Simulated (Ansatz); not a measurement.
# How BAs (F-43m) expands on warming, part 2 of 2

Wanted: α(T), C_P(T) and B(T) of BAs in the quasi-harmonic approximation.

What experiment has found for this phase:
- volume expansion coefficient 11.55 1e-6/K near room temperature (given in “Basic Physical Properties of Cubic Boron Arsenide (three times its linear coefficient)”, 2019, arxiv:1911.11281)
- volume expansion coefficient 10.8 1e-6/K near room temperature (given in “Thermal expansion coefficients of high thermal conducting BAs and BP materials (three times its linear coefficient)”, 2019, arxiv:1906.04101)

Ansatz 0.2.0; DFT LDA, scalar-relativistic, plane waves, PAW (the session's first sound run).

So far, principal linear expansion coefficients at 298 K (× 1e-6/K): step 5 (phonons on strained cells, functional LDA, q-mesh 2×2×2) 3.43; step 6 (q-mesh 4×4×4) 3.96.

### 7. A new level, relaxed again

The functional, the potentials or the cutoff change, so the crystal is relaxed again at the new setting.

This step: DFT PBE, scalar-relativistic, plane waves, PAW (Ansatz 0.2.0).

Contents of input.yaml:

```yaml
crystal:
  lattice:
    - [0.0, 2.3660417785, 2.3660417785]
    - [2.3660417785, 0.0, 2.3660417785]
    - [2.3660417785, 2.3660417785, 0.0]
  atoms:
    - { symbol: B, position: [0.0, 0.0, 0.0] }
    - { symbol: As, position: [0.25, 0.25, 0.25] }
kpoints:
  mp_grid: { grid: [12, 12, 12] }
hamiltonian:
  xc: pbe
scf:
  occupations: { method: fixed }
output:
  forces: true
  stress: true
  eigenvalues: true
relax:
  adjacent_minimum: "off"
  f_tol: 0.001
  max_steps: 60
  cell: { stress_tol: 0.01 }
```

Started as:

```console
ansatz run input.yaml --threads 4 --pin off --max-ram 16384MiB --backend cpu --events-out ev --progress --plain --runs-dir out
```

The job ended after 4.3 s (4 threads of Arm Neoverse V2, shared host; peak memory 0.34 GiB).

Step by step:

| step | energy less that of the first step (eV) | largest force component (eV/Å) | pressure (GPa) | volume (Å³) |
| --- | --- | --- | --- | --- |
| 1 | 0.0000 | 0.0000 | 7.05 | 26.49 |
| 2 | -0.0247 | 0.0000 | 1.97 | 27.40 |
| 3 | -0.0268 | 0.0000 | 0.13 | 27.77 |
| 4 | -0.0268 | 0.0000 | 0.00 | 27.80 |
| 5* | -0.0278 | 0.0000 | 0.04 | 27.80 |
| 6 | -0.0278 | 0.0000 | 0.00 | 27.81 |
| 7* | -0.0278 | 0.0000 | 0.00 | 27.81 |

Relaxation steps marked * repeat the geometry before them on a plane-wave basis chosen anew for their cell, so energy and pressure can jump there.

The run keeps the 24 symmetry operations that the program found, so distortions that break them were not tested.

| conventional cell, symmetrised | before | after | change |
| --- | --- | --- | --- |
| a (Å) | 4.732 | 4.809 | +1.6 % |
| b (Å) | 4.732 | 4.809 | +1.6 % |
| c (Å) | 4.732 | 4.809 | +1.6 % |
| volume (Å³/atom) | 13.25 | 13.90 | +5.0 % |

The relaxed structure:

```xyz
2
Lattice="0.0000 2.4047 2.4047 2.4047 0.0000 2.4047 2.4047 2.4047 0.0000" Properties=species:S:1:pos:R:3 pbc="T T T"
B     0.0000    0.0000    0.0000
As    1.2023    1.2023    1.2023
```

Numbers from this step:

| Quantity | Value |
| --- | --- |
| pressure | -5.89e-5 GPa |
| gap on the k-mesh | 1.213 eV |
| volume per atom | 13.90 Å³ |

The residual pressure is -5.9e-5 GPa, small enough for phonons.

### 8. The quasi-harmonic study, q-mesh 4×4×4 (run 2)

Thermal expansion follows from how the phonon free energy changes with strain, so the program makes strained cells, their phonons and a fit in one run.

input.yaml, the sections that differ from step 7:

```yaml
crystal:
  lattice:
    - [0.0, 2.404650512, 2.404650512]
    - [2.404650512, 0.0, 2.404650512]
    - [2.404650512, 2.404650512, 0.0]
  atoms:
    - { symbol: B, position: [0.0, 0.0, 0.0] }
    - { symbol: As, position: [0.25, 0.25, 0.25] }
output:
  eigenvalues: true
phonons:
  method: dfpt
  qmesh: [4, 4, 4]
  temperatures: { t_max: 800.0, t_step: 50 }
  thermal_expansion: {}
# kpoints, hamiltonian, scf: as in step 7
# relax: removed
```

Run time: 12 min. Hardware: 4 threads; peak memory 2 GiB; 47 min of CPU time.

Changing the level of theory (LDA → PBE) takes the volume expansion at 298 K from 11.9 to 13.5 × 10⁻⁶/K and B_T from 143 to 127 GPa.

### 9. Comparing the runs

Times are for 4 threads of Arm Neoverse V2, shared host. The series side by side:

| no. | functional | cutoff (eV) | k-mesh | q-mesh | method | pressure (GPa) | volume expansion coefficient at 298 K (1e-6/K) | C_P at 298 K (J/mol-atom/K) | isothermal bulk modulus at 298 K (GPa) | time | memory (GiB) |
| --- | --- | --- | --- | --- | --- | --- | --- | --- | --- | --- | --- |
| 1 | lda | 487.2 | 12×12×12 | 2×2×2 | dfpt | 0 | 10.29 | 16.97 | 142.9 | 2 min | 0.89 |
| 2 | lda | 487.2 | 12×12×12 | 4×4×4 | dfpt | 0 | 11.89 | 17.06 | 142.8 | 11 min | 2.0 |
| 3 | pbe | 487.2 | 12×12×12 | 4×4×4 | dfpt | 0 | 13.54 | 17.48 | 127.3 | 12 min | 2.0 |

The runs together, line volume. Table of expansion coefficient by temperature; values in 1e-6/K:

| temperature (K) | lda, 487.2, 12×12×12, 2×2×2, dfpt, 0 | lda, 487.2, 12×12×12, 4×4×4, dfpt, 0 | pbe, 487.2, 12×12×12, 4×4×4, dfpt, 0 |
| --- | --- | --- | --- |
| 0 | 0 | 0 | 0 |
| 50 | 0.39 | 0.61 | 0.77 |
| 100 | 2.07 | 2.86 | 3.4 |
| 150 | 4.06 | 5.18 | 6.11 |
| 200 | 6.31 | 7.66 | 8.93 |
| 250 | 8.49 | 10 | 11.5 |
| 298 | 10.3 | 11.9 | 13.5 |
| 300 | 10.3 | 12.0 | 13.6 |
| 350 | 11.9 | 13.5 | 15.3 |
| 400 | 13.1 | 14.8 | 16.6 |
| 450 | 14.0 | 15.8 | 17.6 |
| 500 | 14.8 | 16.6 | 18.4 |
| 550 | 15.4 | 17.2 | 19.1 |
| 600 | 15.9 | 17.8 | 19.7 |
| 650 | 16.4 | 18.2 | 20.1 |
| 700 | 16.7 | 18.6 | 20.6 |
| 750 | 17.1 | 18.9 | 20.9 |
| 800 | 17.3 | 19.2 | 21.2 |

The runs together, line C_P. Table of heat capacity by temperature; values in J/mol-atom/K:

| temperature (K) | lda, 487.2, 12×12×12, 2×2×2, dfpt, 0 | lda, 487.2, 12×12×12, 4×4×4, dfpt, 0 | pbe, 487.2, 12×12×12, 4×4×4, dfpt, 0 |
| --- | --- | --- | --- |
| 0 | 0 | 0 | 0 |
| 50 | 2.12 | 1.73 | 1.82 |
| 100 | 6.70 | 6.42 | 6.62 |
| 150 | 9.94 | 9.84 | 10.1 |
| 200 | 12.7 | 12.7 | 13.1 |
| 250 | 15.1 | 15.2 | 15.6 |
| 298 | 17.0 | 17.1 | 17.5 |
| 300 | 17.0 | 17.1 | 17.5 |
| 350 | 18.6 | 18.7 | 19.0 |
| 400 | 19.8 | 19.8 | 20.2 |
| 450 | 20.7 | 20.8 | 21.1 |
| 500 | 21.4 | 21.5 | 21.8 |
| 550 | 22.0 | 22.1 | 22.3 |
| 600 | 22.5 | 22.5 | 22.8 |
| 650 | 22.8 | 22.9 | 23.1 |
| 700 | 23.2 | 23.2 | 23.4 |
| 750 | 23.4 | 23.5 | 23.7 |
| 800 | 23.6 | 23.7 | 23.9 |

### 10. What came out

| Item | Value |
| --- | --- |
| settings of these figures | PBE, 487.2 eV, k 12×12×12, q 4×4×4 |
| volume expansion coefficient at 298 K | 13.54 1e-6/K |
| C_P at 298 K | 17.48 J/mol-atom/K |
| entropy at 298 K | 16.2 J/mol-atom/K |
| isothermal bulk modulus at 298 K | 127.3 GPa |
| Grüneisen parameter at 298 K | 0.8365 |
| volume at 298 K | 14.04 Å³/atom |
| principal linear expansion coefficients at 298 K | 4.515, 4.515, 4.515 1e-6/K |

In words: Near room temperature BAs expands by 13.5 × 10⁻⁶/K in volume at this level, with C_P = 17.5 J/(mol K) per mole of atoms and B_T = 127 GPa. C_P at room temperature is 70 % of the classical 3R an atom, so the stiffest modes are still partly frozen out. A measured volume expansion coefficient near room temperature is 11.55 1e-6/K (arxiv:1911.11281); the calculated 13.5 1e-6/K differs by +17 %. The levels of theory differ by up to 1.6 × 10⁻⁶/K in the volume expansion at 298 K. The interpolation has no quadrupole term, so branches near the zone centre are less sure, since some sites of this crystal are not centres of inversion.

[Long decimals in the printed logs are rounded to 6 places.]

[Logs are printed without paths, hosts, clocks, repeated set-up lines and the standing remarks that a program may print on its own settings, such as how far it seeks lower states.]

[Hosts, paths, dates, database ids (printed as entryN), source tags and the programs' standing remarks are cut or masked in the printed files.]

[Where the starting crystal was built by hand or by swapping elements, it need not be the compound's stable phase.]

[A step with changed settings may run another functional than the one named; its input shows which.]

[Pressures of single members of a volume series are the stress at the run's cutoff; with an incomplete basis they can lie off −dE/dV of the same runs, and they are not shown converged.]
